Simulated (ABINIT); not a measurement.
## CsPbI2Br (P4/mmm): changed settings of a GW run in ABINIT

What do changed inputs do to GW on CsPbI2Br (P4/mmm)?

Main program and level: ABINIT 10.8.3; PBE and many-body steps on it, plane waves.

### 1. The starting structure

The structure is tetragonal, space group P4/mmm (No. 123). Conventional cell: a = 6.375 Å, b = 6.375 Å, c = 5.962 Å, α = 90.00°, β = 90.00°, γ = 90.00°. Cs has 8 I at 4.36 Å and 4 Br at 4.51 Å nearest. Nearest to Pb lie 2 Br at 2.98 Å and 4 I at 3.19 Å. I has 2 Pb at 3.19 Å and 4 Cs at 4.36 Å nearest. Nearest to Br lie 2 Pb at 2.98 Å and 4 Cs at 4.51 Å. Farther neighbours and most contacts between anions are not listed.

The cell and positions are those that the Materials Project relaxed with its own functionals (PBE, PBE+U or r2SCAN), kept fixed. Spin-orbit coupling is left out unless a step names it.

### 2. Screening, 2×2×2 mesh, 277 bands, screening to 122.5 eV

This step: ABINIT 10.8.3; RPA screening on PBE, plane waves, norm-conserving pseudopotentials.

The RPA dielectric matrix is built and inverted for each q.

run.abi

```
acell 3*1.0 Angstrom
rprim 
  6.375296000000 0.000000000000 0.000000000000
  0.000000000000 6.375296000000 0.000000000000
  0.000000000000 0.000000000000 5.962220000000
ntypat 4
znucl 55 82 53 35
natom 5
typat 1 2 3 3 4
xred 
  0.500000000000 0.500000000000 0.500000000000
  0.000000000000 0.000000000000 0.000000000000
  0.000000000000 0.500000000000 0.000000000000
  0.500000000000 0.000000000000 0.000000000000
  0.000000000000 0.000000000000 0.500000000000
pp_dirpath "pseudos"
pseudos "Cs.upf, Pb.upf, I.upf, Br.upf"
ecut 31
ngkpt 2 2 2
nshiftk 1
shiftk 0 0 0
kptopt 1
chksymbreak 0
istwfk *1
occopt 1
irdwfk 1
optdriver 3
nband 277
ecuteps 4.5
inclvkb 2
awtr 1
symchi 1
indata_prefix "in"
outdata_prefix "out"
tmpdata_prefix "tmp"
```

Run with:

```bash
OMP_NUM_THREADS=1 mpirun -n 4 abinit run.abi > log
```

Output:

```text
.Version 10.8.3 of ABINIT. v10.8.2 released Aug 2026.

 Symmetries : space group P4/m m m (#123); Bravais tP (primitive tetrag.)
[... echo of the input left out ...]
== DATASET  1 ==================================================================
-   mpi_nproc: 4, omp_nthreads: 1 (-1 if OMP is not activated)

--- !DatasetInfo
iteration_state: {dtset: 1, }
dimensions: {natom: 5, nkpt: 6, mband: 277, nsppol: 1, nspinor: 1, nspden: 1, mpw: 13544, }
cutoff_energies: {ecut:  31.0, pawecutdg:  -1.0, }
electrons: {nelect:   4.40000000E+01, charge:   0.00000000E+00, occopt:   1.00000000E+00, tsmear:   1.00000000E-02, }

 SCREENING: Calculation of the susceptibility and dielectric matrices

 Based on a program developped by R.W. Godby, V. Olevano, G. Onida, and L. Reining.
 Incorporated in ABINIT by V. Olevano, G.-M. Rignanese, and M. Torrent.
.Using double precision arithmetic ; gwpc =  8

[... cell and pseudopotentials left out ...]
--------------------------------------------------------------------------------

 ==== K-mesh for the wavefunctions ====
 Number of points in the irreducible wedge :     6
[... list of points left out ...]
 Together with 16 symmetry operations and time-reversal symmetry
 yields     8 points in the full Brillouin Zone.

 ==== Q-mesh for the screening function ====
 Number of points in the irreducible wedge :     6
[... list of points left out ...]
 Together with 16 symmetry operations and time-reversal symmetry
 yields     8 points in the full Brillouin Zone.

 setmesh: FFT mesh size selected  =    45x   45x   40
          total number of points  =        81000

 vcoul_init : cutoff-mode = AUXILIARY_FUNCTION
 q-points for optical limit:   1
     1)      0.000010    0.000020    0.000030

- screening: taking advantage of time-reversal symmetry
- Maximum band index for partially occupied states nbvw = 22
- Remaining bands to be divided among processors   nbcw = 255
- Number of bands treated by each node ~63

 Number of electrons calculated from density =   44.0000; Expected =   44.0000
 average of density, n =  0.026906
 r_s =    2.0702
 omega_plasma =   15.8227 [eV]

 calculating chi0 at frequencies [eV] :
  1    0.000000E+00    0.000000E+00
  2    0.000000E+00    1.582265E+01

--------------------------------------------------------------------------------
  q-point number  1        q = ( 0.000000, 0.000000, 0.000000) [r.l.u.]
--------------------------------------------------------------------------------
[... chi0 elements left out ...]
 For q-point:  0.000010 0.000020 0.000030
  dielectric constant =   9.9835
  dielectric constant without local fields =  11.4790

  Average fulfillment of the sum rule on Im[epsilon] for q-point    1 :     92.35  [%]
[... wings left out ...]
  q-point number  2        q = ( 0.500000, 0.000000, 0.000000) [r.l.u.]
--------------------------------------------------------------------------------
[... chi0 elements left out ...]
  Average fulfillment of the sum rule on Im[epsilon] for q-point    2 :     99.90  [%]

 [... 4 further q-points ...]
```

It took 4 min on 4 MPI ranks of Arm Neoverse V2, shared host; peak memory 3.9 GiB; 16 min of CPU time.

This step gave:

- ε∞ with local fields, on this mesh, along the program's q direction: 9.983
- the same without local fields: 11.48
- plasma frequency: 15.82 eV
- plane waves in the screening matrix: 727

Local fields lower ε∞ by 13 %. On a Γ-centred mesh this coarse the value itself is usually too large, while a short band sum pulls it down.

### 3. Base

The self-energy is evaluated for the states that the input lists, and the levels follow from it, in one-shot runs by the linearised quasiparticle equation.

This step: G0W0 on PBE, plane waves, norm-conserving pseudopotentials.

run.abi, as its differences from that of step 2:

```diff
@@ -26,8 +26,17 @@
 irdwfk 1
-optdriver 3
+optdriver 4
 nband 277
+gwcalctyp 0
+ecutsigx 31
+symsigma 1
+nkptgw 2
+kptgw 
+  0.5000000000 0.5000000000 0.5000000000
+  0.0000000000 0.0000000000 0.0000000000
+bdgw 
+  21 24
+  21 24
 ecuteps 4.5
-inclvkb 2
-awtr 1
-symchi 1
+irdscr 1
+ppmodel 1
 indata_prefix "in"
```

Output:

```text
.Version 10.8.3 of ABINIT. v10.8.2 released Aug 2026.

 Symmetries : space group P4/m m m (#123); Bravais tP (primitive tetrag.)
[... echo of the input left out ...]
== DATASET  1 ==================================================================
-   mpi_nproc: 4, omp_nthreads: 1 (-1 if OMP is not activated)

--- !DatasetInfo
iteration_state: {dtset: 1, }
dimensions: {natom: 5, nkpt: 6, mband: 277, nsppol: 1, nspinor: 1, nspden: 1, mpw: 13544, }
cutoff_energies: {ecut:  31.0, pawecutdg:  -1.0, }
electrons: {nelect:   4.40000000E+01, charge:   0.00000000E+00, occopt:   1.00000000E+00, tsmear:   1.00000000E-02, }

 SIGMA: Calculation of the GW corrections

 Based on a program developped by R.W. Godby, V. Olevano, G. Onida, and L. Reining.
 Incorporated in ABINIT by V. Olevano, G.-M. Rignanese, and M. Torrent.
.Using double precision arithmetic ; gwpc =  8

[... cell and pseudopotentials left out ...]
--------------------------------------------------------------------------------

 ==== K-mesh for the wavefunctions ====
 Number of points in the irreducible wedge :     6
[... list of points left out ...]
 Together with 16 symmetry operations and time-reversal symmetry
 yields     8 points in the full Brillouin Zone.

 ==== Q-mesh for screening function ====
 Number of points in the irreducible wedge :     6
[... list of points left out ...]
 Together with 16 symmetry operations and time-reversal symmetry
 yields     8 points in the full Brillouin Zone.

 vcoul_init : cutoff-mode = AUXILIARY_FUNCTION
 q-points for optical limit:   1
     1)      0.000010    0.000020    0.000030
 setmesh: FFT mesh size selected  =    64x   64x   60
          total number of points  =       245760

 Number of electrons calculated from density =   44.0000; Expected =   44.0000
 average of density, n =  0.026906
 r_s =    2.0702
 omega_plasma =   15.8227 [eV]

 === KS Band Gaps ===
  >>>> For spin  1
   Minimum direct gap =   1.4643 [eV], located at k-point      :   0.5000  0.5000  0.5000
   Fundamental gap    =   1.4643 [eV], Top of valence bands at :   0.5000  0.5000  0.5000
                                       Bottom of conduction at :   0.5000  0.5000  0.5000
 SIGMA fundamental parameters:
 PLASMON POLE MODEL  1
 number of plane-waves for SigmaX                13465
 number of plane-waves for SigmaC and W            727
 number of plane-waves for wavefunctions         13465
 number of bands                                   277
 number of independent spin polarizations            1
 number of spinorial components                      1
 number of k-points in IBZ                           6
 number of q-points in IBZ                           6
 number of symmetry operations                      16
 number of k-points in BZ                            8
 number of q-points in BZ                            8
 number of frequencies for dSigma/dE                 9
 frequency step for dSigma/dE [eV]                0.25
 number of omega for Sigma on real axis              0
 max omega for Sigma on real axis  [eV]           0.00
 zcut for avoiding poles [eV]                     0.10

 EPSILON^-1 parameters (SCR file):
 dimension of the eps^-1 matrix on file            727
 dimension of the eps^-1 matrix used               727
 number of plane-waves for wavefunctions         13465
 number of bands                                   277
 number of q-points in IBZ                           6
 number of frequencies                               2
 number of real frequencies                          1
 number of imag frequencies                          1

 matrix elements of self-energy operator (all in [eV])

 Perturbative Calculation

--- !SelfEnergy_ee
iteration_state: {dtset: 1, }
kpoint     : [   0.500,    0.500,    0.500, ]
spin       : 1
KS_gap     :    1.464
QP_gap     :    2.184
Delta_QP_KS:    0.720
data: !SigmaeeData |
     Band     E0 <VxcDFT>   SigX SigC(E0)      Z dSigC/dE  Sig(E)    E-E0       E
       21   0.212 -11.202 -13.988   1.946   0.775  -0.290 -11.854  -0.652  -0.440
       22   1.059 -12.738 -14.703   1.327   0.783  -0.276 -13.237  -0.499   0.560
       23   2.524  -9.504  -6.470  -2.758   0.797  -0.255  -9.283   0.221   2.744
       24   2.524  -9.504  -6.470  -2.758   0.797  -0.255  -9.283   0.221   2.744

--- !SelfEnergy_ee
iteration_state: {dtset: 1, }
kpoint     : [   0.000,    0.000,    0.000, ]
spin       : 1
KS_gap     :    4.416
QP_gap     :    5.248
Delta_QP_KS:    0.832
data: !SigmaeeData |
     Band     E0 <VxcDFT>   SigX SigC(E0)      Z dSigC/dE  Sig(E)    E-E0       E
       21  -0.204 -11.079 -13.977   2.023   0.773  -0.293 -11.756  -0.677  -0.881
       22  -0.204 -11.079 -13.977   2.023   0.773  -0.293 -11.756  -0.677  -0.881
       23   4.212  -5.717  -2.343  -3.187   0.828  -0.208  -5.562   0.155   4.367
       24   5.103  -5.996  -2.567  -3.121   0.826  -0.210  -5.741   0.255   5.359

== END DATASET(S) ==============================================================
================================================================================

 -outvars: echo values of variables after computation  --------
           etotal      0.0000000000E+00
            nband         277
             nkpt           6
          spgroup         123
 [... the other variables as echoed above ...]

 Calculation completed.
```

Wall time 82 s (4 MPI ranks); peak memory 3.7 GiB.

Numbers from this step:

```
G0W0 gap on the points computed              : 2.184 eV
starting gap on the mesh                     : 1.465 eV
k of the valence top                         : 0.5, 0.5, 0.5
k of the conduction bottom                   : 0.5, 0.5, 0.5
Z at the valence top                         : 0.783
Z at the conduction bottom                   : 0.797
least direct G0W0 gap on the computed points : 2.184 eV
```

The gap on the mesh goes from 1.46 eV to 2.18 eV, a correction of +0.72 eV.

### 4. Coulomb singularity

run.abi, as its differences from that of step 3:

```diff
@@ -41,2 +41,3 @@
 ppmodel 1
+gw_icutcoul 7
 indata_prefix "in"
```

Output:

```text
.Version 10.8.3 of ABINIT. v10.8.2 released Aug 2026.

 Symmetries : space group P4/m m m (#123); Bravais tP (primitive tetrag.)
[... echo of the input left out ...]
== DATASET  1 ==================================================================
-   mpi_nproc: 4, omp_nthreads: 1 (-1 if OMP is not activated)

--- !DatasetInfo
iteration_state: {dtset: 1, }
dimensions: {natom: 5, nkpt: 6, mband: 277, nsppol: 1, nspinor: 1, nspden: 1, mpw: 13544, }
cutoff_energies: {ecut:  31.0, pawecutdg:  -1.0, }
electrons: {nelect:   4.40000000E+01, charge:   0.00000000E+00, occopt:   1.00000000E+00, tsmear:   1.00000000E-02, }

 SIGMA: Calculation of the GW corrections

 Based on a program developped by R.W. Godby, V. Olevano, G. Onida, and L. Reining.
 Incorporated in ABINIT by V. Olevano, G.-M. Rignanese, and M. Torrent.
.Using double precision arithmetic ; gwpc =  8

[... cell and pseudopotentials left out ...]
--------------------------------------------------------------------------------

 ==== K-mesh for the wavefunctions ====
 Number of points in the irreducible wedge :     6
[... list of points left out ...]
 Together with 16 symmetry operations and time-reversal symmetry
 yields     8 points in the full Brillouin Zone.

 ==== Q-mesh for screening function ====
 Number of points in the irreducible wedge :     6
[... list of points left out ...]
 Together with 16 symmetry operations and time-reversal symmetry
 yields     8 points in the full Brillouin Zone.

 vcoul_init : cutoff-mode = AUX_GB
 q-points for optical limit:   1
     1)      0.000010    0.000020    0.000030
 setmesh: FFT mesh size selected  =    64x   64x   60
          total number of points  =       245760

 Number of electrons calculated from density =   44.0000; Expected =   44.0000
[...]
number of omega for Sigma on real axis              0
 max omega for Sigma on real axis  [eV]           0.00
 zcut for avoiding poles [eV]                     0.10

 EPSILON^-1 parameters (SCR file):
 dimension of the eps^-1 matrix on file            727
 dimension of the eps^-1 matrix used               727
 number of plane-waves for wavefunctions         13465
 number of bands                                   277
 number of q-points in IBZ                           6
 number of frequencies                               2
 number of real frequencies                          1
 number of imag frequencies                          1

 matrix elements of self-energy operator (all in [eV])

 Perturbative Calculation

--- !SelfEnergy_ee
iteration_state: {dtset: 1, }
kpoint     : [   0.500,    0.500,    0.500, ]
spin       : 1
KS_gap     :    1.464
QP_gap     :    2.195
Delta_QP_KS:    0.731
data: !SigmaeeData |
     Band     E0 <VxcDFT>   SigX SigC(E0)      Z dSigC/dE  Sig(E)    E-E0       E
       21   0.212 -11.202 -14.194   2.038   0.771  -0.297 -11.938  -0.736  -0.524
       22   1.059 -12.738 -14.909   1.420   0.779  -0.283 -13.323  -0.585   0.474
       23   2.524  -9.504  -6.470  -2.850   0.792  -0.262  -9.358   0.146   2.669
[...]
--- !SelfEnergy_ee
iteration_state: {dtset: 1, }
kpoint     : [   0.000,    0.000,    0.000, ]
spin       : 1
KS_gap     :    4.416
QP_gap     :    5.254
Delta_QP_KS:    0.838
data: !SigmaeeData |
     Band     E0 <VxcDFT>   SigX SigC(E0)      Z dSigC/dE  Sig(E)    E-E0       E
[...]
23   4.212  -5.717  -2.343  -3.280   0.823  -0.215  -5.639   0.077   4.290
       24   5.103  -5.996  -2.567  -3.214   0.822  -0.217  -5.819   0.177   5.281

== END DATASET(S) ==============================================================
================================================================================

 -outvars: echo values of variables after computation  --------
           etotal      0.0000000000E+00
            nband         277
             nkpt           6
          spgroup         123
 [... the other variables as echoed above ...]

 Calculation completed.
```

Run time: 83 s. Hardware: 4 MPI ranks; peak memory 3.7 GiB; 5.5 min of CPU time.

Numbers from this step:

| Property | Result |
| --- | --- |
| G0W0 gap on the points computed | 2.195 eV |
| starting gap on the mesh | 1.465 eV |
| k of the valence top | 0.5, 0.5, 0.5 |
| k of the conduction bottom | 0.5, 0.5, 0.5 |
| Z at the valence top | 0.779 |
| Z at the conduction bottom | 0.792 |
| least direct G0W0 gap on the computed points | 2.195 eV |

Against G0W0 in ABINIT (2×2×2 mesh, 277 bands, screening to 122.5 eV, Godby-Needs plasmon pole), the gap moves by +0.011 eV.

### 5. Side by side

Times are wall times on 4 MPI ranks of Arm Neoverse V2, shared host, good to a factor of about two. A run's time includes the screening step that it read.

| run | mesh | bands | screening cutoff (eV) | DFT gap (eV) | gap on the mesh (eV) | direct (eV) | ε∞ used | time |
| --- | --- | --- | --- | --- | --- | --- | --- | --- |
| base | 2×2×2 | 277 | 122.5 | 1.465 | 2.184 | 2.184 | 9.98 | 5.3 min |
| Coulomb singularity | 2×2×2 | 277 | 122.5 | 1.465 | 2.195 | 2.195 | 9.98 | 5.4 min |

### 6. Outcome

```yaml
base: 2.184 eV
coulomb_singularity: 2.195 eV
known_limits: not at the basis limit; exchange with frozen shells missing; no spin-orbit coupling; coarse k mesh
```

In words: Coulomb singularity: +0.011 eV against base (keys changed: gw_icutcoul). Bands and cutoff are finite, so the gap is not at the basis limit. The miss can reach some tenths of an eV and take either sign; the mesh is an error of its own. In the G0W0 runs levels were corrected at 2 k points alone, so a gap called «on the mesh» is the least over those, and an edge elsewhere would be missed. The 2×2×2 mesh is coarse for this cell, which bears on the long-range parts of exchange and screening. Where an edge is built on 6p states of lead, bismuth or thallium, scalar-relativistic gaps usually stand too wide, by a few tenths to over one eV. The norm-conserving file of at least one element keeps a d shell over frozen s and p shells of the same row. Exchange with those shells is missing from the self-energy, an error of 0.3 to 0.9 eV in cases checked, whose sign depends on which edge lies on those atoms. The many-body steps are scalar-relativistic: spin-orbit coupling is not in them.

[Paths, hosts, dates, memory and timing lines, banners, echoed tables and standing remarks are left out of the program output.]

[Logs are printed without paths, hosts, clocks, repeated set-up lines and the standing remarks that a program may print on its own settings, such as how far it seeks lower states.]

[Runs of the session that timed out or met a known fault of the program may be left out.]

[Hosts, paths, dates, database ids (printed as entryN), source tags and the programs' standing remarks are cut or masked in the printed files.]

[G0W0 gaps are taken among the corrected bands and points alone; a level outside them can change the order at an edge.]

[Where Ansatz stands beside ABINIT at settings called matched, ABINIT's density can come from a denser mesh and the files from another edition; pairs whose starting gaps differed by over 0.03 eV were left out, so agreement reads better than it is.]
